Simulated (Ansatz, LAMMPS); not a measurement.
## Finding the fault: aqueous H3O+ and HSO4-, 2.1 mol of acid per kg of water at 280 K (182 atoms)

Program: Ansatz 0.2.0. The cell: 64 O, 2 S and 116 H.

The input, input.yaml:

```yaml
crystal:
  lattice:
    - [12.15575, 0.0, 0.0]
    - [0.0, 12.15575, 0.0]
    - [0.0, 0.0, 12.15575]
  atoms:
    - { symbol: O, position: [0.6689, 0.30528, 0.47736] }
    - { symbol: S, position: [0.74906, 0.37852, 0.55187] }
    - { symbol: O, position: [0.68315, 0.46918, 0.58865] }
    - { symbol: O, position: [0.8362, 0.41067, 0.48583] }
    - { symbol: O, position: [0.77877, 0.30175, 0.63707] }
    - { symbol: H, position: [0.72026, 0.25566, 0.44303] }
    - { symbol: O, position: [0.01932, 0.41746, 0.62571] }
    - { symbol: S, position: [0.13576, 0.37369, 0.5888] }
    - { symbol: O, position: [0.16914, 0.46274, 0.51693] }
    - { symbol: O, position: [0.09889, 0.27137, 0.53508] }
    - { symbol: O, position: [0.19, 0.3537, 0.69162] }
    - { symbol: H, position: [0.97198, 0.39955, 0.563] }
    - { symbol: O, position: [0.29814, 0.3486, 0.13552] }
    - { symbol: H, position: [0.23354, 0.38761, 0.16802] }
    - { symbol: H, position: [0.30578, 0.38674, 0.06395] }
    - { symbol: H, position: [0.364, 0.3687, 0.1785] }
    - { symbol: O, position: [0.11998, 0.65966, 0.46843] }
    - { symbol: H, position: [0.08612, 0.69135, 0.53415] }
    [... 158 atom lines left out ...]
    - { symbol: O, position: [0.81607, 0.68733, 0.07741] }
    - { symbol: H, position: [0.80594, 0.72732, 0.14859] }
    - { symbol: H, position: [0.8958, 0.67012, 0.06674] }
    - { symbol: O, position: [0.07608, 0.75633, 0.22235] }
    - { symbol: H, position: [0.03649, 0.77853, 0.29096] }
    - { symbol: H, position: [0.0369, 0.69302, 0.18736] }
kpoints:
  mp_grid: { grid: [1, 1, 1] }
hamiltonian:
  xc: pbe
  dispersion: d4
scf:
  occupations: { method: fixed }
  max_iter: 75
output:
  forces: true
magnetization:
  spin_polarized: [1, 2]
```

Run with:

```console
ansatz run input.yaml --threads 4 --pin off --max-ram 8192MiB --backend cpu --events-out ev --progress --plain --runs-dir out
```

The program printed:

```text
Error: YAML parse error: error: line 200 column 19: expected string scalar
   --> <input>:200:19
    |
198 |   forces: true
199 | magnetization:
200 |   spin_polarized: [1, 2]
    |                   ^ expected string scalar
```

Wall time 0.02 s (4 threads of Intel Xeon Platinum 8488C (Sapphire Rapids), shared host); peak memory 0.031 GiB.

What is at fault here, and what would mend it?

A value that the key doesn't take: magnetization.spin_polarized = [1, 2].

The fix is to take out magnetization.spin_polarized.

The program refused it before any cycle.

[Logs are printed without paths, hosts, clocks, repeated set-up lines and the standing remarks that a program may print on its own settings, such as how far it seeks lower states.]

[Hosts, paths, dates, database ids (printed as entryN), source tags and the programs' standing remarks are cut or masked in the printed files.]
